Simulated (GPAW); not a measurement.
# Screening of a field by Mg/Mo(100), part 2 of 2

Aim: the dipole that a field along the normal induces in Mg/Mo(100).

GPAW 26.7.0; GPAW, PAW setups; slab in vacuum, relaxation (the session's first sound run).

So far, upper work function (eV): step 2 (relaxation) 3.07; step 3 (plane waves, PBE) 3.07.

## 7. In a field

File run.py:

```python
import json
import numpy as np
from ase import Atoms
from gpaw import GPAW, PW
from gpaw.external import ConstantElectricField

slab = Atoms(
    ['Mo', 'Mo', 'Mo', 'Mo', 'Mo', 'Mg'],
    positions=[
        [0.00000, 0.00000, 8.00000],
        [1.57500, 1.57500, 9.57500],
        [0.00000, 0.00000, 11.15000],
        [1.57500, 1.57500, 12.74860],
        [-0.00000, -0.00000, 14.23843],
        [1.57500, 1.57500, 16.05207]],
    cell=[[3.15, 0.0, 0.0], [0.0, 3.15, 0.0], [0.0, 0.0, 24.4525]],
    pbc=[True, True, False])

slab.calc = GPAW(mode=PW(400), xc='PBE', kpts={'size': (10, 10, 1), 'gamma': True},
                 occupations={'name': 'fermi-dirac', 'width': 0.1}, nbands='200%',
                 convergence={'density': 1e-05}, maxiter=200,
                 poissonsolver={'dipolelayer': 'xy'},
                 external=ConstantElectricField(0.05, [0, 0, 1]),
                 symmetry={'tolerance': 1e-3}, txt='slab.txt')
result = {}
energy = slab.get_potential_energy()
fermi = slab.calc.get_fermi_level()
v = slab.calc.get_electrostatic_potential().mean((0, 1)) - fermi
n = slab.calc.get_pseudo_density().mean((0, 1))
L = slab.cell[2, 2]
z = np.arange(len(v)) * L / len(v)
low, high = slab.positions[:, 2].min(), slab.positions[:, 2].max()
below, above = np.interp([low - 5.8, high + 5.8], z, v)
slopes = [np.interp(x, z, np.gradient(v, z)) for x in (low - 5.8, high + 5.8)]
eps = np.array([[slab.calc.get_eigenvalues(k, s) for k in range(len(slab.calc.get_ibz_k_points()))]
                for s in range(slab.calc.get_number_of_spins())]) - fermi
top, bottom = eps[eps < 0].max(), eps[eps > 0].min()
dipole = slab.get_dipole_moment()[2]
print(f'energy {energy:.4f} eV, Fermi level {fermi:.4f} eV, dipole {dipole:.5f} e A')
print(f'potential 5.8 A off the faces, from the Fermi level: lower {below:.4f} eV, upper {above:.4f} eV')
print(f'slope of the potential there: lower {slopes[0]:.5f}, upper {slopes[1]:.5f} eV/A')
print(f'nearest levels on the mesh: {top:.4f} and {bottom:.4f} eV')
print('magnetic moment', round(slab.get_magnetic_moment(), 3))
result.update(energy=energy, fermi=fermi, dipole=dipole, below=below, above=above, slopes=slopes, edges=[top, bottom],
              z=z.tolist(), v=v.tolist(), n=n.tolist(), positions=slab.positions.tolist(),
              forces=slab.get_forces(apply_constraint=False).tolist(), moments=slab.get_magnetic_moments().tolist())
json.dump(result, open('result.json', 'w'))
```

On the command line:

```sh
OMP_NUM_THREADS=1 OPENBLAS_NUM_THREADS=1 python run.py
```

What it wrote:

```text
energy -54.6471 eV, Fermi level 2.5875 eV, dipole 0.08360 e A
potential 5.8 A off the faces, from the Fermi level: lower 4.3166 eV, upper 2.7918 eV
slope of the potential there: lower -0.00065, upper 0.00026 eV/A
nearest levels on the mesh: -0.0019 and 0.0193 eV
magnetic moment 0.0
```

Elapsed: 7.8 min, on 1 thread of Arm Neoverse V2, shared host; peak memory 0.58 GiB.

The electrostatic potential energy of an electron (without an applied field's), less the Fermi level, planar mean oscillates, so the rows of the table below give means over windows of 1 Å about each position, cut where the curve ends. Its maxima inside the range that stand out by 2 % of the span (Å: eV): 1.1: 4.32, 8.8: -7.25, 10.4: -7.83, 11.9: -7.52, 13.4: -8.99, 15.3: -2.71. Its minima: 8.0: -18.8, 9.6: -19.5, 11.1: -19.6, 12.7: -19.7, 14.3: -19.3, 16.1: -8.15.

Table of electrostatic potential energy of an electron (without an applied field's), less the Fermi level, planar mean by z; means over each step:

z (Å), electrostatic potential energy of an electron (without an applied field's), less the Fermi level, planar mean (eV) and a bar from the least value:
```
        0        4.0 ##############################
        1        4.3 ##############################
        2        4.3 ##############################
        3        4.3 ##############################
        4        4.3 ##############################
        5        4.2 ##############################
        6        3.7 #############################
        7       -0.8 ######################
        8      -15.0 #
        9      -11.3 #######
       10      -13.1 ####
       11      -15.6 
       12      -10.5 ########
       13      -15.1 #
       14      -15.0 #
       15       -6.2 ##############
       16       -6.4 ##############
       17       -0.4 #######################
       18        2.4 ###########################
       19        2.7 ############################
       20        2.8 ############################
       21        2.8 ############################
       22        2.8 ############################
       23        2.8 ############################
       24        2.9 ############################
```

## 8. Field on

Changes to run.py since step 7:

```diff
@@ -22,3 +22,3 @@
                  poissonsolver={'dipolelayer': 'xy'},
-                 external=ConstantElectricField(0.05, [0, 0, 1]),
+                 external=ConstantElectricField(0.1, [0, 0, 1]),
                  symmetry={'tolerance': 1e-3}, txt='slab.txt')
```

What it wrote:

```text
energy -54.6522 eV, Fermi level 2.5767 eV, dipole 0.11675 e A
potential 5.8 A off the faces, from the Fermi level: lower 4.6394 eV, upper 2.5103 eV
slope of the potential there: lower -0.00081, upper 0.00026 eV/A
nearest levels on the mesh: -0.0010 and 0.0193 eV
magnetic moment 0.0
```

Run time: 7.8 min. Hardware: 1 thread; peak memory 0.58 GiB.

The electrostatic potential energy of an electron (without an applied field's), less the Fermi level, planar mean oscillates, so the rows of the table below give means over windows of 1 Å about each position, cut where the curve ends. Its maxima inside the range that stand out by 2 % of the span (Å: eV): 1.1: 4.64, 8.8: -7.08, 10.4: -7.74, 11.9: -7.50, 13.4: -9.05, 15.3: -2.86. Its minima: 8.0: -18.6, 9.6: -19.4, 11.1: -19.5, 12.7: -19.7, 14.3: -19.4, 16.1: -8.34.

The electrostatic potential energy of an electron (without an applied field's), less the Fermi level, planar mean by z; means over each step:

```
z (Å)  electrostatic potential energy of an electron (without an applied field's), less the Fermi level, planar mean (eV)
    0                                                                                                                4.25
    1                                                                                                                4.64
    2                                                                                                                4.64
    3                                                                                                                4.64
    4                                                                                                                4.63
    5                                                                                                                4.57
    6                                                                                                                4.03
    7                                                                                                              -0.580
    8                                                                                                               -14.8
    9                                                                                                               -11.1
   10                                                                                                               -13.0
   11                                                                                                               -15.6
   12                                                                                                               -10.5
   13                                                                                                               -15.2
   14                                                                                                               -15.1
   15                                                                                                               -6.37
   16                                                                                                               -6.58
   17                                                                                                              -0.686
   18                                                                                                                2.09
   19                                                                                                                2.47
   20                                                                                                                2.51
   21                                                                                                                2.51
   22                                                                                                                2.51
   23                                                                                                                2.51
   24                                                                                                                2.63
```

The dipole is now 0.117 e Å, against 0.051 in the run without a field.

## 9. In a field

Changes to run.py since step 8:

```diff
@@ -22,3 +22,3 @@
                  poissonsolver={'dipolelayer': 'xy'},
-                 external=ConstantElectricField(0.1, [0, 0, 1]),
+                 external=ConstantElectricField(0.2, [0, 0, 1]),
                  symmetry={'tolerance': 1e-3}, txt='slab.txt')
```

What it wrote:

```text
energy -54.6673 eV, Fermi level 2.5536 eV, dipole 0.18300 e A
potential 5.8 A off the faces, from the Fermi level: lower 5.2882 eV, upper 1.9509 eV
slope of the potential there: lower -0.00118, upper 0.00027 eV/A
nearest levels on the mesh: -0.0119 and 0.0012 eV
magnetic moment 0.0
```

Elapsed: 8.2 min, on 1 thread; peak memory 0.58 GiB.

The dipole is now 0.183 e Å, against 0.051 in the run without a field.

## 10. Field on

Changes to run.py since step 9:

```diff
@@ -22,3 +22,3 @@
                  poissonsolver={'dipolelayer': 'xy'},
-                 external=ConstantElectricField(0.2, [0, 0, 1]),
+                 external=ConstantElectricField(0.3, [0, 0, 1]),
                  symmetry={'tolerance': 1e-3}, txt='slab.txt')
```

What it wrote:

```text
energy -54.6891 eV, Fermi level 2.5282 eV, dipole 0.24929 e A
potential 5.8 A off the faces, from the Fermi level: lower 5.9422 eV, upper 1.3959 eV
slope of the potential there: lower -0.00163, upper 0.00040 eV/A
nearest levels on the mesh: -0.0115 and 0.0034 eV
magnetic moment 0.0
```

The job ended after 9.1 min (1 thread; peak memory 0.59 GiB).

The dipole is now 0.249 e Å, against 0.051 in the run without a field.

## 11. The series

The members are put on one axis.

This step: induced dipole against applied field (GPAW 26.7.0).

Dipole along the normal against field:

```csv
field (V/Å),dipole along the normal (e·Å)
-0.200,-0.0821
-0.100,-0.0158
-0.050,0.0173
0.000,0.0506
0.050,0.0836
0.100,0.117
0.200,0.183
0.300,0.249
```

## 12. A changed run

One more run, with changed settings.

This step: GPAW, PAW setups; slab in vacuum (GPAW 26.7.0).

Changes to run.py since step 10:

```diff
@@ -4,3 +4,2 @@
 from gpaw import GPAW, PW
-from gpaw.external import ConstantElectricField
 
@@ -18,7 +17,6 @@
 
-slab.calc = GPAW(mode=PW(400), xc='PBE', kpts={'size': (10, 10, 1), 'gamma': True},
+slab.calc = GPAW(mode=PW(400), xc='PBE', kpts={'size': (1, 1, 1), 'gamma': True},
                  occupations={'name': 'fermi-dirac', 'width': 0.1}, nbands='200%',
-                 convergence={'density': 1e-05}, maxiter=200,
+                 convergence={'density': 1e-05}, maxiter=100,
                  poissonsolver={'dipolelayer': 'xy'},
-                 external=ConstantElectricField(0.3, [0, 0, 1]),
                  symmetry={'tolerance': 1e-3}, txt='slab.txt')
```

What it wrote:

```text
energy -61.2843 eV, Fermi level 2.1516 eV, dipole 0.07300 e A
potential 5.8 A off the faces, from the Fermi level: lower 5.0315 eV, upper 3.7016 eV
slope of the potential there: lower -0.00095, upper 0.00020 eV/A
nearest levels on the mesh: -0.0737 and 0.0125 eV
magnetic moment 0.0
```

It took 13 s on 1 thread; peak memory 0.18 GiB.

The run finished. A setting was moved off its sound value on purpose, so it serves as a test and not as the result.

The fault put into the input: one k-point (kpts = [1, 1]).

The two runs compared:

| quantity | this run | sound run | difference |
| --- | --- | --- | --- |
| dipole along the normal (e·Å) | 0.072999 | 0.050577 | 0.0224 |
| upper work function (eV) | 3.7016 | 3.0741 | 0.627 |
| lower work function (eV) | 5.0315 | 3.9952 | 1.04 |

The two runs differ clearly in the dipole along the normal: 0.0730 e·Å against 0.0506 e·Å.

## 13. Summary of results

| Property | Result |
| --- | --- |
| work function, upper and lower face | 3.074 and 3.995 eV |
| dipole along the normal | 0.0506 e Å |
| induced dipole per field | 0.663 e Å per V/Å |
| out-of-plane polarisability per area, α/(ε0 A) | 12.1 Å |

In words: The field induces 0.663 e Å per V/Å, a polarisable thickness α/(ε0 A) of 12.1 Å beside 8.05 Å between the outermost nuclei. A perfect conductor would give the distance between its two image planes; a dielectric of thickness t gives t(1 - 1/ε). The two faces differ by 0.92 eV, the step that the slab's dipole makes (e p/(ε0 A) gives 0.92 eV), so the dipole layer is needed. The induced dipole is linear in the field over this range. The cell of 9.92 Å² holds one Mg, started on one chosen site; other sites and coverages weren't tried. The in-plane lattice was kept as typed, which isn't the functional's own and leaves some strain; spin-orbit coupling and temperature are left out.

[Logs are printed without paths, hosts, clocks, repeated set-up lines and the standing remarks that a program may print on its own settings, such as how far it seeks lower states.]

[Hosts, paths, dates, database ids (printed as entryN), source tags and the programs' standing remarks are cut or masked in the printed files.]
